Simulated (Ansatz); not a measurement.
**Formation energy and levels of the vacancy V_Cd in CdS (F-43m)**

Aim: at which Fermi levels does V_Cd in CdS (F-43m) change its charge? The model is a cell of 54 host atoms with 1 Cd taken out.

Program: Ansatz 0.2.0. Level of theory: place-levels on r2SCAN runs: charge-transition levels and formation energies with image-charge correction and potential alignment at the atomic sites; PAW set soft_1. Results are calculated unless marked as measured.

### 1. Starting point

The cell holds 53 atoms: 26 Cd and 27 S. Cell: a = 12.471 Å, b = 12.471 Å, c = 12.471 Å, α = 60.0°, β = 60.0°, γ = 60.0°. It derives from CdS (space group F-43m). Nearest the centre at fractional (0.667, 0.333, 0.667): S40 at 2.55 Å, S22 at 2.55 Å, S24 at 2.55 Å, S28 at 2.55 Å, Cd50 at 4.16 Å, Cd45 at 4.16 Å, Cd37 at 4.16 Å, Cd5 at 4.16 Å.

Structure file:

```xyz
53
Lattice="0.0000 8.8180 8.8180 8.8180 0.0000 8.8180 8.8180 8.8180 0.0000" Properties=species:S:1:pos:R:3 pbc="T T T"
Cd    0.0000    0.0000    0.0000
S     4.4090    4.4090    4.4090
Cd    2.9393    2.9393    0.0000
S     7.3484    7.3484    4.4090
Cd    5.8787    5.8787    0.0000
S    10.2877   10.2877    4.4090
Cd    2.9393    0.0000    2.9393
S     7.3484    4.4090    7.3484
Cd    5.8787    2.9393    2.9393
S    10.2877    7.3484    7.3484
Cd    8.8180    5.8787    2.9393
S    13.2270   10.2877    7.3484
Cd    5.8787    0.0000    5.8787
S    10.2877    4.4090   10.2877
Cd    8.8180    2.9393    5.8787
S    13.2270    7.3484   10.2877
Cd   11.7574    5.8787    5.8787
S    16.1664   10.2877   10.2877
Cd    0.0000    2.9393    2.9393
S     4.4090    7.3484    7.3484
Cd    2.9393    5.8787    2.9393
S     7.3484   10.2877    7.3484
Cd    5.8787    8.8180    2.9393
S    10.2877   13.2270    7.3484
Cd    2.9393    2.9393    5.8787
S     7.3484    7.3484   10.2877
Cd    5.8787    5.8787    5.8787
S    10.2877   10.2877   10.2877
Cd    8.8180    8.8180    5.8787
S    13.2270   13.2270   10.2877
Cd    5.8787    2.9393    8.8180
S    10.2877    7.3484   13.2270
Cd    8.8180    5.8787    8.8180
S    13.2270   10.2877   13.2270
Cd   11.7574    8.8180    8.8180
S    16.1664   13.2270   13.2270
Cd    0.0000    5.8787    5.8787
S     4.4090   10.2877   10.2877
Cd    2.9393    8.8180    5.8787
S     7.3484   13.2270   10.2877
Cd    5.8787   11.7574    5.8787
S    10.2877   16.1664   10.2877
Cd    2.9393    5.8787    8.8180
S     7.3484   10.2877   13.2270
Cd    5.8787    8.8180    8.8180
S    10.2877   13.2270   13.2270
S    13.2270   16.1664   13.2270
Cd    5.8787    5.8787   11.7574
S    10.2877   10.2877   16.1664
Cd    8.8180    8.8180   11.7574
S    13.2270   13.2270   16.1664
Cd   11.7574   11.7574   11.7574
S    16.1664   16.1664   16.1664
```

Known beforehand: the electronic dielectric constant, 6.49, and the static one, 10.34, computed on the host (DFPT, PBEsol, on the r2SCAN cell), and a cell off the functional's own equilibrium shifts the ionic part.

The cell's shortest repeat is 12.5 Å.

### 2. The runs of each charge state

Levels follow from differences of total energies between charge states, each relaxed by itself.

Random displacements of about 0.05 Å break the site symmetry at the start, so that the relaxation can reach a distorted minimum if there is one. Forces are taken at one point at (¼, ¼, ¼). The cell holds 2 electrons more than the neutral one, with a uniform background that keeps it neutral on the whole.

The sampling was tested on the host first: at the k-points planned (1x1x1 shifted 0.25 0.25 0.25) its energy lies 0.033 eV an atom from the dense-mesh value, so the final energies take a denser sampling.

One of the inputs; charge, spin and start change from state to state.

File qm2.relax/input.yaml:

```yaml
crystal:
  lattice:
    - [0.0, 2.93934313, 2.93934313]
    - [2.93934313, 0.0, 2.93934313]
    - [2.93934313, 2.93934313, 0.0]
  atoms:
    - { symbol: Cd, position: [0.0, 0.0, 0.0] }
    - { symbol: S, position: [0.75, 0.75, 0.75] }
  supercell: [3, 3, 3]
  defects: [{ vacancy: 46 }]
total_charge: -2
basis:
  ecutwfc: 500
  xc_grid: 2
hamiltonian:
  xc: r2scan
  pseudopotentials: { kind: paw, azcp: { folder: soft_1 } }
kpoints:
  mp_grid: { grid: [1, 1, 1], shift: [0.25, 0.25, 0.25] }
scf:
  occupations: { method: fixed }
  max_iter: 100
output:
  forces: true
  charged_corrections: { epsilon: 6.49, static_epsilon: 10.34 }
relax:
  f_tol: 0.02
  max_steps: 80
  random_displacement: { amplitude: 0.05, seed: 560 }
checkpoint:
  write: "../qm2.relax.run"
  compress: false
  write_wavefunctions: true
  write_every: 100000
```

Command:

```
$ ansatz run input.yaml --threads 6 --pin off --max-ram 37683MiB --backend cuda --events-out ev --progress --plain --runs-dir out
```

The relaxed structure is kept and the sampling changed to a 2×2×2 shifted mesh.

The run of this state that the levels use, under r2SCAN:

File qm2.point/input.yaml:

```yaml
crystal:
  checkpoint: "../qm2.relax.run"
  host: checkpoint
total_charge: -2
basis:
  ecutwfc: 500
  xc_grid: 2
hamiltonian:
  xc: r2scan
  pseudopotentials: { kind: paw, azcp: { folder: soft_1 } }
kpoints:
  mp_grid: { grid: [2, 2, 2], shift: [0.5, 0.5, 0.5] }
scf:
  occupations: { method: fermi_dirac, width: 0.01 }
  max_iter: 100
output:
  forces: true
  eigenvalues: true
  charged_corrections:
    epsilon: 6.49
    static_epsilon: 10.34
    defect_position: [0.666667, 0.333333, 0.666667]
  eigenstates: { localisation: true }
  populations: true
  band_densities: [{ bands: [v1, v1] }, { bands: [c1, c1] }]
  write_density: true
  write_potential: true
  volumetric_format: npy
  elf: true
checkpoint:
  read: "../qm2.relax.run"
  write: "../qm2.point.run"
  compress: false
  write_wavefunctions: false
  write_every: 100000
```

Relaxations under r2SCAN at one point at (¼, ¼, ¼); times on 1 × NVIDIA H100 80GB HBM3 with 6 threads of AMD EPYC 7R13 (Zen 3), shared host:

```tsv
charge	moment (μB)	occupations	outcome	steps	largest displacement against the far atoms (Å)	time
−2	0	fixed	converged	5	0.20	13 s
−1	1	fixed	converged	5	0.23	24 s
0	0	fixed	not converged	-	-	5.8 s
0	0	fermi-dirac	converged	5	0.24	15 s
0	2	fixed	converged	6	0.25	22 s
+1	1	fixed	converged	5	0.26	37 s
+1	3	fixed	converged	8	0.23	31 s
```

Single points under r2SCAN at a 2×2×2 shifted mesh; times on 1 × NVIDIA H100 80GB HBM3 with 6 threads of AMD EPYC 7R13 (Zen 3), shared host:

```tsv
charge	moment (μB)	occupations	outcome	time
−2	0	fermi-dirac	converged	13 s
−1	1	fermi-dirac	converged	31 s
0	0	fermi-dirac	converged	14 s
0	2	fermi-dirac	converged	30 s
+1	1	fermi-dirac	converged	31 s
+1	3	fermi-dirac	converged	34 s
```

Distances (Å) from the ideal centre to the nearest atoms after relaxation with r2SCAN:

```tsv
charge	moment (μB)	1.	2.	3.	4.	5.	6.
−2	0	S 2.34	S 2.43	S 2.44	S 2.44	Cd 4.03	Cd 4.04
−1	1	S 2.32	S 2.41	S 2.54	S 2.55	Cd 4.04	Cd 4.04
0	0	S 2.31	S 2.49	S 2.51	S 2.51	Cd 4.04	Cd 4.04
0	2	S 2.29	S 2.56	S 2.56	S 2.56	Cd 4.03	Cd 4.04
+1	1	S 2.29	S 2.57	S 2.57	S 2.58	Cd 4.03	Cd 4.04
+1	3	S 2.53	S 2.54	S 2.55	S 2.78	Cd 4.10	Cd 4.11
```

### 3. Placing the levels, r2SCAN

A charged cell interacts with its images and the background, and its potential has another zero than the host's. place-levels removes the first by a point-charge model, screened by the static dielectric constant since the ions have relaxed around the charge, and the second by comparing potentials at atoms far from the defect.

The host is a run of the defect-free crystal in the same cutoffs, grids and k-points, so that basis and sampling errors cancel in part in the differences. The host is run in a cell of 2 atoms on a matching mesh. Its band edges are searched through the zone by a band path, so the gap is smaller than, or equal to, that on the mesh. Chemical potentials are energies per atom of Cd (hcp), run with the same functional and cutoff.

File levels.point.yaml:

```yaml
host:
  run: host.point.run
states: [qm2.point.run, qm1_M1.point.run, q0.point.run, q0_M2.point.run, qp1_M1.point.run, qp1_M3.point.run]
geometry_from:
  qm2.point.run: qm2.relax.run
  qm1_M1.point.run: qm1_M1.relax.run
  q0.point.run: q0.relax_smeared.run
  q0_M2.point.run: q0_M2.relax.run
  qp1_M1.point.run: qp1_M1.relax.run
  qp1_M3.point.run: qp1_M3.relax.run
  host.point.run: host.relax.run
chemical_potentials:
  Cd:
    energy: -8268.253598
    dataset: "<sha256 of the dataset>"
epsilon: 6.49
static_epsilon: 10.34
vertical:
  - { from: qm2.point.run, to: qm2.point_neutral.run }
  - { from: qm1_M1.point.run, to: qm1_M1.point_neutral.run }
  - { from: qp1_M1.point.run, to: qp1_M1.point_neutral.run }
  - { from: qp1_M3.point.run, to: qp1_M3.point_neutral.run }
```

Command:

```
$ ansatz place-levels levels.point.yaml -- --threads 6 --pin off --max-ram 37683MiB
```

Numbers of over 12 decimals in the logs are rounded to 6 here.

Log:

```text
[... repeated set-up lines and file paths are left out, and long positions are rounded to six places ...]
(+1/0) 0.000 eV above the valence edge (-0.157 eV without the band-filling correction), 1.537 eV under the conduction edge
(0/-1) 0.195 eV above the valence edge, 1.343 eV under the conduction edge
(-1/-2) 0.564 eV above the valence edge, 0.973 eV under the conduction edge
formation energy of charge +1: +4.633 eV with the Fermi level at the valence edge
formation energy of charge 0: +4.633 eV with the Fermi level at the valence edge
formation energy of charge -1: +4.827 eV with the Fermi level at the valence edge
formation energy of charge -2: +5.391 eV with the Fermi level at the valence edge
vertical -2 to 0: no energy, since no alignment is typed
  the change from vertical[0].from (qm2.point.run) to vertical[0].to (qm2.point_neutral.run): by its potential at epsilon 6.49 it stands at 0.604 0.270 0.604, with an rms radius of about 4.5 Å (2.6 2.6 2.6 Å across the planes of the cell's vectors); [...]
vertical -1 to 0: no energy, since no alignment is typed
  the change from vertical[1].from (qm1_M1.point.run) to vertical[1].to (qm1_M1.point_neutral.run): by its potential at epsilon 6.49 it stands at 0.574 0.270 0.569, with an rms radius of about 5.2 Å (3.0 3.2 2.9 Å across the planes of the cell's vectors); [...]
vertical +1 to 0: no energy, since no alignment is typed
  the change from vertical[2].from (qp1_M1.point.run) to vertical[2].to (qp1_M1.point_neutral.run): by its spins about the atoms it stands at 0.597 0.265 0.596, with an rms radius of about 1.9 Å (1.1 1.1 1.1 Å across the planes of the cell's vectors); [...]
vertical +1 to 0: no energy, since no alignment is typed
  the change from vertical[3].from (qp1_M3.point.run) to vertical[3].to (qp1_M3.point_neutral.run): by its potential at epsilon 6.49 it stands at 0.611 0.278 0.610, with an rms radius of about 3.2 Å (1.8 1.8 1.8 Å across the planes of the cell's vectors); [...]
  edges by r2scan, gap 1.537 eV; the host is sampled to repeats of 24.94 Å
  the defect's cells are sampled to repeats of 24.94 Å, like sampling
  charge +1: -239476.3663 eV with its correction of -0.318 eV, at epsilon 10.34, aligned at sites: -0.4995 eV, mean over 19 atomic sites at or beyond 6.24 Å from the host's site at [0.6666, 0.3332, 0.6666] by the defect at [0.6667, 0.3333, 0.6667], with [...]
  states[4] (qp1_M1.point.run): levels filled in part (TS 0.005 eV): its energy is of no whole electron's
  charge 0: +0.000 eV for its dipole among its images, +0.000 omitted
  charge -1: -239463.6894 eV with its correction of +0.522 eV, at epsilon 10.34, aligned at sites: -0.3405 eV, mean over 19 atomic sites at or beyond 6.24 Å from the host's site at [0.6666, 0.3332, 0.6666] by the defect at [0.6667, 0.3333, 0.6667], with [...]
  states[1] (qm1_M1.point.run): levels filled in part (TS 0.004 eV): its energy is of no whole electron's
  charge -2: -239456.8060 eV with its correction of +1.287 eV, at epsilon 10.34, aligned at sites: -0.2814 eV, mean over 19 atomic sites at or beyond 6.24 Å from the host's site at [0.6666, 0.3332, 0.6666] by the defect at [0.6667, 0.3333, 0.6667], with [...]
  charge +1: states[5] (qp1_M3.point.run) stands 0.038 eV higher, with a moment of 3.00 μB against 1.00
  states[5] (qp1_M3.point.run): levels filled in part (TS 0.006 eV): its energy is of no whole electron's
  charge 0: states[2] (q0.point.run) stands 0.055 eV higher, with a moment of 0.00 μB against 2.00
  states[2] (q0.point.run): levels filled in part (TS 0.015 eV): its energy is of no whole electron's
  of states[4] (qp1_M1.point.run): a band-filling correction moves a carrier to the host's band edge, which changes its energy by -0.157 eV; [...]
  of states[3] (q0_M2.point.run): its alignment with the host at atomic sites is doubtful: the mean over the far sites moves by -0.1624 eV from their farther parts to their nearer, more than 0.05 eV. [...]
  of states[1] (qm1_M1.point.run): it parts from the run at its places by a charge that spreads by about 3.2 Å along one vector (1.8 Å or more is wide), by its potential at epsilon 6.49, taken for that of held ions (one typed too small widens it), where the [...]
  of states[0] (qm2.point.run): it parts from the run at its places by a charge that spreads by about 2.6 Å along one vector (1.8 Å or more is wide), by its potential at epsilon 6.49, taken for that of held ions (one typed too small widens it), where the cell [...]
  of states[5] (qp1_M3.point.run): it parts from the run at its places by a charge that spreads by about 1.8 Å along one vector (1.8 Å or more is wide), by its potential at epsilon 6.49, taken for that of held ions (one typed too small widens it), where the [...]
  of states[2] (q0.point.run): its alignment with the host at atomic sites is doubtful: the mean over the far sites moves by -0.0910 eV from their farther parts to their nearer, more than 0.05 eV. [...]
  of vertical[0].from (qm2.point.run): it parts from the run at its places by a charge that spreads by about 2.6 Å along one vector (1.8 Å or more is wide), by its potential at epsilon 6.49, taken for that of held ions (one typed too small widens it), where [...]
  vertical[0].to (qm2.point_neutral.run): levels filled in part (TS 0.016 eV): its energy is of no whole electron's
  vertical[1].from (qm1_M1.point.run): levels filled in part (TS 0.004 eV): its energy is of no whole electron's
  of vertical[1].from (qm1_M1.point.run): stability_check_not_made; [...]
  vertical[1].to (qm1_M1.point_neutral.run): levels filled in part (TS 0.015 eV): its energy is of no whole electron's
  vertical[2].from (qp1_M1.point.run): levels filled in part (TS 0.005 eV): its energy is of no whole electron's
  of vertical[2].from (qp1_M1.point.run): stability_check_not_made
  vertical[2].to (qp1_M1.point_neutral.run): levels filled in part (TS 0.014 eV): its energy is of no whole electron's
  vertical[3].from (qp1_M3.point.run): levels filled in part (TS 0.006 eV): its energy is of no whole electron's
  of vertical[3].from (qp1_M3.point.run): its moments are held at its close (magnetization.spin_locking), by a field of 0.046 eV a Bohr magneton, and its energy and levels are of the state that this holds: a run that lets them go can end lower; [...]
  vertical[3].to (qp1_M3.point_neutral.run): levels filled in part (TS 0.018 eV): its energy is of no whole electron's
```

Run time: 0.76 s. Hardware: 6 threads of AMD EPYC 7R13 (Zen 3), shared host.

Levels between the charges placed, in eV above the valence top:

```tsv
	gap (eV)	(+1/0)	(0/−1)	(−1/−2)
r2SCAN	1.54	0.00	0.19	0.56
```

Corrections by state:

```tsv
charge	moment (μB)	image terms and alignment (eV)	band filling (eV)	ε used	over the lowest of its charge, as the program ranks them, band filling apart (eV)
+1	1.0	-0.318	-0.157	10.34	0.000
0	2.0	0.000	-	-	0.000
−1	1.0	0.522	-	10.34	0.000
−2	0.0	1.287	-	10.34	0.000
+1	3.0	-0.288	-	10.34	0.038
0	0.0	0.000	-	-	0.055
```

The charged structures listed were also run neutral, and place-levels reads from each pair, by the potential or the spins, how wide the charge is by which they differ; that can be the carrier of either run.

```tsv
charge	rms radius (Å)	spread where it is widest against the cell (Å)	wide from (Å)	reading
+1	1.9	1.10	1.76	narrow
−1	5.2	3.19	1.76	wide
−2	4.5	2.61	1.76	wide
```

The neutral runs of these pairs need not share the spin of the lowest neutral state, and very wide values only mean spread over the cell.

From the program's caveats on the states, each cut to its opening words:

- charge +1 (1 μB): a band-filling correction moves a carrier to the host's band edge, which changes its energy by -0.157 eV
- charge +1 (1 μB): its alignment with the host at atomic sites is doubtful: the mean over the far sites moves by -0.1140 eV from their farther parts to their nearer, more than [...]
- charge +1 (1 μB), 0 (2 μB), −1 (1 μB), +1 (3 μB): flagged: stability check not made
- charge 0 (2 μB): its alignment with the host at atomic sites is doubtful: the mean over the far sites moves by -0.1624 eV from their farther parts to their nearer, more than [...]
- charge −1 (1 μB): it parts from the run at its places by a charge that spreads by about 3.2 Å along one vector (1.8 Å or more is wide), by its potential at epsilon 6.49, taken [...]
- charge −2: it parts from the run at its places by a charge that spreads by about 2.6 Å along one vector (1.8 Å or more is wide), by its potential at epsilon 6.49, taken [...]
- charge −2: its alignment with the host at atomic sites is doubtful: the mean over the far sites moves by +0.0557 eV from their farther parts to their nearer, more than [...]
- charge +1 (3 μB): it parts from the run at its places by a charge that spreads by about 1.8 Å along one vector (1.8 Å or more is wide), by its potential at epsilon 6.49, taken [...]
- charge +1 (3 μB): the host's ions (past the first shell or, of a walk that freed a part, those that it held) aren't shown at rest: they stand up to 0.092 Å off their sites, 0.59 [...]
- charge +1 (3 μB): its moments are held at its close (magnetization.spin_locking), by a field of 0.046 eV a Bohr magneton, and its energy and levels are of the state that this [...]
- charge 0: its alignment with the host at atomic sites is doubtful: the mean over the far sites moves by -0.0910 eV from their farther parts to their nearer, more than [...]

Chemical potentials of the elements' reference phases, run alike. Formation energies (elemental references), with the Fermi level at the valence top and at the conduction bottom (gap 1.54 eV):

```tsv
charge	at valence top (eV)	at conduction bottom (eV)	correction included (eV)
+1	4.63	6.17	-0.48
0	4.63	4.63	0.00
−1	4.83	3.29	0.52
−2	5.39	2.32	1.29
```

| Fermi level (eV) | lowest formation energy (eV) |
| --- | --- |
| 0.00 | 4.63 |
| 0.14 | 4.63 |
| 0.28 | 4.55 |
| 0.42 | 4.41 |
| 0.56 | 4.27 |
| 0.70 | 3.99 |
| 0.84 | 3.71 |
| 0.98 | 3.43 |
| 1.12 | 3.15 |
| 1.26 | 2.87 |
| 1.40 | 2.60 |
| 1.54 | 2.32 |

### 4. What came out

| Quantity | Value |
| --- | --- |
| gap of the host | 1.54 eV (r2SCAN) |
| level (plus 1/0) | 0.00 eV above the valence top (-0.16 eV above the valence top without the band-filling term) |
| level (0/minus 1) | 0.19 eV above the valence top |
| level (minus 1/minus 2) | 0.56 eV above the valence top |
| lowest of the charges placed, just above the valence top (0.02 eV) | 0 |
| lowest of the charges placed, just below the conduction bottom (0.02 eV) | −2 |
| lowest formation energy at mid-gap of the charges run, elemental references | 3.85 eV |

**Reading.** Of the charges placed (−2, −1, 0 and +1), the lowest changes at 0.19 eV (0/−1) and 0.56 eV (−1/−2) above the valence top, in a gap of 1.54 eV. (0/−1) and (−1/−2) lie nearer to a band edge than the share of the finite-size correction in them (0.52 and 0.77 eV), and that correction holds for a localised charge alone. Charges below −2 were not placed, so these runs say nothing of levels that involve them. States placed: +1 at 1 μB and 3 μB; 0 at 2 μB and 0 μB; −1 at 1 μB; −2 at 0 μB. Other spin states or structures, where not listed, weren't placed. The program finds carriers beyond a band edge of the host and adds a band-filling term at charge +1 (-0.16 eV); steps to such a charge show no bound level, and a defect level inside a band would be read the same way. The program doubts the alignment of potentials for at least one state, a sign that the cell is small. Keep in mind: r2SCAN makes the gap too small and tends to spread out bound carriers; spin–orbit coupling, which can matter with heavy atoms, is left out; force components of up to 0.20 eV/Å remain in a run at the final settings.

[Logs are printed without paths, hosts, clocks, repeated set-up lines and the standing remarks that a program may print on its own settings, such as how far it seeks lower states.]

[Hosts, paths, dates, database ids (printed as entryN), source tags and the programs' standing remarks are cut or masked in the printed files.]

[Where a table of states has a column of steps, it counts the stored structures, which are thinned; the runs took as many ionic steps or more.]

[A defect's name tells the site on which it was built; relaxed atoms can leave that site.]

[For some hosts the program warned that the k-mesh of the response run may be too coarse for force constants and the static dielectric constant; such warnings are not shown here.]
